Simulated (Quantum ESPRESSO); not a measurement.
# MgS (F-43m): a mode Grüneisen parameter, worked out

Aim: the Grüneisen parameter and the pressure coefficient of an optical mode of MgS (F-43m).

Main program and level: Quantum ESPRESSO 7.5; DFT LDA, scalar-relativistic, plane waves, JTH PAW pseudopotentials.

### Step 1. Set-up

It takes space group F-43m (No. 216, cubic). The conventional cell has a = 5.598 Å, b = 5.598 Å, c = 5.598 Å, α = 90.00°, β = 90.00°, γ = 90.00°. Nearest to Mg lie 4 S at 2.42 Å. Nearest to S lie 4 Mg at 2.42 Å. Farther neighbours and most contacts between anions are not listed.

As a file:

```
CELL_PARAMETERS angstrom
-2.79923 0.00000 2.79923
0.00000 2.79923 2.79923
-2.79923 2.79923 0.00000
ATOMIC_POSITIONS crystal
Mg 0.00000 0.00000 0.00000
S 0.75000 0.75000 0.75000
```

This is the cell after its relaxation at this level of theory, not the database cell from which that began.

### Step 2. Runs at several volumes

The relaxed cell is scaled uniformly; in this structure symmetry fixes all atoms, so nothing has to be relaxed anew. Each volume gets a ground state and a response at Γ. The mode followed is the highest one without the macroscopic field, of symmetry T2; longitudinal polar modes lie higher. Cutoff 60 Ry, k mesh 8×8×8.

From the response at V/V₀ = 0.94:

The log of the run:

```text
[banners, grids, parts of the stress and lines that vanish by symmetry left out]
Program PHONON v.7.5
     Reading xml data from directory:

[...]
Exchange-correlation= PW
                           (   1   4   0   0   0   0   0)
[...]
kinetic-energy cut-off    =      60.0000  Ry
     charge density cut-off    =     480.0000  Ry
     convergence threshold     =      1.0E-18
[...]
Exchange-correlation= PW
                           (   1   4   0   0   0   0   0)
[...]
q = (   0.0000000   0.0000000   0.0000000 )
     25 Sym.Ops. (with q -> -q+G )
     G cutoff = 1305.8774  (  49493 G-vectors)     FFT grid: ( 54, 54, 54)
     G cutoff =  652.9387  (  17477 G-vectors)  smooth grid: ( 40, 40, 40)
     number of k points=    29
[...]
Mode symmetry, T_d (-43m)  point group:
[...]
Dielectric constant
[...]
End of electric fields calculation
          Dielectric constant in cartesian axis
          (       4.219417360      -0.000000000       0.000000000 )
          (      -0.000000000       4.219417360      -0.000000000 )
          (       0.000000000       0.000000000       4.219417360 )
          Effective charges (d Force / dE) in cartesian axis without acoustic sum rule applied (asr)
           atom    1  Mg    Mean Z*:        1.83168
      Ex  (        1.83168        0.00000        0.00000 )
      Ey  (       -0.00000        1.83168        0.00000 )
      Ez  (        0.00000        0.00000        1.83168 )
           atom    2  S     Mean Z*:       -1.83869
      Ex  (       -1.83869       -0.00000       -0.00000 )
      Ey  (        0.00000       -1.83869        0.00000 )
      Ez  (       -0.00000        0.00000       -1.83869 )
          Effective charges Sum: Mean:       -0.00702
[...]
Effective charges (d Force / dE) in cartesian axis with asr applied:
           atom    1  Mg    Mean Z*:        1.83518
[...]
atom    2  S     Mean Z*:       -1.83518
[...]
Representation #   1 modes #   1   2   3
[...]
End of self-consistent calculation
     Convergence has been achieved
     Representation #   2 modes #   4   5   6
[...]
End of self-consistent calculation
     Convergence has been achieved
[...]
Dielectric constant in cartesian axis
          (       4.219417360      -0.000000000       0.000000000 )
          (      -0.000000000       4.219417360      -0.000000000 )
          (       0.000000000       0.000000000       4.219417360 )
          Effective charges (d Force / dE) in cartesian axis without acoustic sum rule applied (asr)
           atom    1  Mg    Mean Z*:        1.83168
      Ex  (        1.83168        0.00000        0.00000 )
      Ey  (       -0.00000        1.83168        0.00000 )
      Ez  (        0.00000        0.00000        1.83168 )
           atom    2  S     Mean Z*:       -1.83869
      Ex  (       -1.83869       -0.00000       -0.00000 )
      Ey  (        0.00000       -1.83869        0.00000 )
      Ez  (       -0.00000        0.00000       -1.83869 )
          Effective charges Sum: Mean:       -0.00702
[...]
Effective charges (d Force / dE) in cartesian axis with asr applied:
           atom    1  Mg    Mean Z*:        1.83518
[...]
atom    2  S     Mean Z*:       -1.83518
[...]
q = (    0.000000000   0.000000000   0.000000000 )
[...]
freq (    1) =       0.078353 [THz] =       2.613560 [cm-1]
     freq (    2) =       0.078353 [THz] =       2.613560 [cm-1]
     freq (    3) =       0.078353 [THz] =       2.613560 [cm-1]
     freq (    4) =      11.317660 [THz] =     377.516507 [cm-1]
     freq (    5) =      11.317660 [THz] =     377.516507 [cm-1]
     freq (    6) =      11.317660 [THz] =     377.516507 [cm-1]
[...]
Mode symmetry, T_d (-43m)  point group:
     freq (   1-   3) =          2.6  [cm-1]   --> T_2  G_15 P_4   I+R
     freq (   4-   6) =        377.5  [cm-1]   --> T_2  G_15 P_4   I+R

   JOB DONE.
```

One volume, V/V₀ = 0.97, is held back as a test.

| V/V₀ | volume (Å³/atom) | pressure (GPa) | ω (cm⁻¹) |
| --- | --- | --- | --- |
| 0.94 | 20.618 | 4.28 | 377.52 |
| 0.97 | 21.276 | 1.96 | held back |
| 1 | 21.934 | -0.03 | 343.69 |
| 1.03 | 22.592 | -1.75 | 328.08 |
| 1.06 | 23.250 | -3.22 | 313.27 |

### Step 3. The fit

The mode Grüneisen parameter is γ = −d ln ω / d ln V.

| ln(V/V₀) | ln ω |
| --- | --- |
| -0.0619 | 5.9336 |
| 0.0000 | 5.8397 |
| 0.0296 | 5.7933 |
| 0.0583 | 5.7471 |

A straight line through these points has the slope -1.550, so γ = 1.55; at V/V₀ = 0.97 it predicts ω = exp(5.8385 + 0.0472) = 359.85 cm⁻¹.

A parabola of pressure against ln V through V/V₀ = 0.97, 1 and 1.03 gives the bulk modulus B = −dP/d ln V = 62 GPa at V₀. With ω₀ from the fitted line the pressure coefficient follows as dω/dP = γ ω₀ / B = 1.55 × 343.3 / 62 = 8.64 cm⁻¹/GPa.

### Step 4. The run that was held back

The log of the run:

```text
[banners, grids, parts of the stress and lines that vanish by symmetry left out]
[banner, memory and clock lines left out]
Program PHONON v.7.5

[...]
Exchange-correlation= PW
                           (   1   4   0   0   0   0   0)
[...]
kinetic-energy cut-off    =      60.0000  Ry
     charge density cut-off    =     480.0000  Ry
     convergence threshold     =      1.0E-18
[...]
Exchange-correlation= PW
                           (   1   4   0   0   0   0   0)
[...]
q = (   0.0000000   0.0000000   0.0000000 )
     25 Sym.Ops. (with q -> -q+G )
     G cutoff = 1333.5163  (  51109 G-vectors)     FFT grid: ( 54, 54, 54)
     G cutoff =  666.7581  (  18053 G-vectors)  smooth grid: ( 40, 40, 40)
     number of k points=    29
[...]
Mode symmetry, T_d (-43m)  point group:
[...]
Dielectric constant
[...]
End of electric fields calculation
          Dielectric constant in cartesian axis
          (       4.206293506       0.000000000       0.000000000 )
          (       0.000000000       4.206293506       0.000000000 )
          (       0.000000000      -0.000000000       4.206293506 )
          Effective charges (d Force / dE) in cartesian axis without acoustic sum rule applied (asr)
           atom    1  Mg    Mean Z*:        1.84898
      Ex  (        1.84898        0.00000        0.00000 )
      Ey  (        0.00000        1.84898       -0.00000 )
      Ez  (        0.00000        0.00000        1.84898 )
           atom    2  S     Mean Z*:       -1.85593
      Ex  (       -1.85593        0.00000        0.00000 )
[...]
Representation #   1 modes #   1   2   3
[...]
End of self-consistent calculation
     Convergence has been achieved
     Representation #   2 modes #   4   5   6
[...]
End of self-consistent calculation
     Convergence has been achieved
[...]
Dielectric constant in cartesian axis
          (       4.206293506       0.000000000       0.000000000 )
          (       0.000000000       4.206293506       0.000000000 )
          (       0.000000000      -0.000000000       4.206293506 )
          Effective charges (d Force / dE) in cartesian axis without acoustic sum rule applied (asr)
           atom    1  Mg    Mean Z*:        1.84898
      Ex  (        1.84898        0.00000        0.00000 )
      Ey  (        0.00000        1.84898       -0.00000 )
      Ez  (        0.00000        0.00000        1.84898 )
           atom    2  S     Mean Z*:       -1.85593
      Ex  (       -1.85593        0.00000        0.00000 )
      Ey  (        0.00000       -1.85593        0.00000 )
      Ez  (        0.00000        0.00000       -1.85593 )
          Effective charges Sum: Mean:       -0.00696
[...]
Effective charges (d Force / dE) in cartesian axis with asr applied:
           atom    1  Mg    Mean Z*:        1.85245
[...]
atom    2  S     Mean Z*:       -1.85245
[...]
q = (    0.000000000   0.000000000   0.000000000 )
[...]
freq (    1) =       0.040892 [THz] =       1.364021 [cm-1]
     freq (    2) =       0.040892 [THz] =       1.364021 [cm-1]
     freq (    3) =       0.040892 [THz] =       1.364021 [cm-1]
     freq (    4) =      10.796706 [THz] =     360.139354 [cm-1]
     freq (    5) =      10.796706 [THz] =     360.139354 [cm-1]
     freq (    6) =      10.796706 [THz] =     360.139354 [cm-1]
[...]
Mode symmetry, T_d (-43m)  point group:
     freq (   1-   3) =          1.4  [cm-1]   --> T_2  G_15 P_4   I+R
     freq (   4-   6) =        360.1  [cm-1]   --> T_2  G_15 P_4   I+R
```

It gives 360.14 cm⁻¹ against the predicted 359.85 cm⁻¹, a miss of 0.3 cm⁻¹.

### Step 5. What came out

| Quantity | Value |
| --- | --- |
| mode Grüneisen parameter | 1.550 |
| bulk modulus | 61.6 GPa |
| pressure coefficient | 8.64 cm⁻¹/GPa |

In words: The highest optical mode of MgS (F-43m) without the LO-TO term stiffens by 8.64 cm⁻¹ a GPa near the relaxed volume, with γ = 1.55. The power law meets all 5 runs within 0.13 %; between neighbouring volumes γ runs from 1.50 to 1.61. Such a coefficient turns a measured shift of this mode into a hydrostatic stress; uniaxial or biaxial stress splits the mode and needs deformation potentials. These are harmonic values at zero temperature for the structure held cubic, which a run at Γ can't show to be stable; the bulk modulus rests on three points.

[Host names and launcher messages were left out of these logs when they were recorded.]

[Logs are printed without paths, hosts, clocks, repeated set-up lines and the standing remarks that a program may print on its own settings, such as how far it seeks lower states.]

[Hosts, paths, dates, database ids (printed as entryN), source tags and the programs' standing remarks are cut or masked in the printed files.]
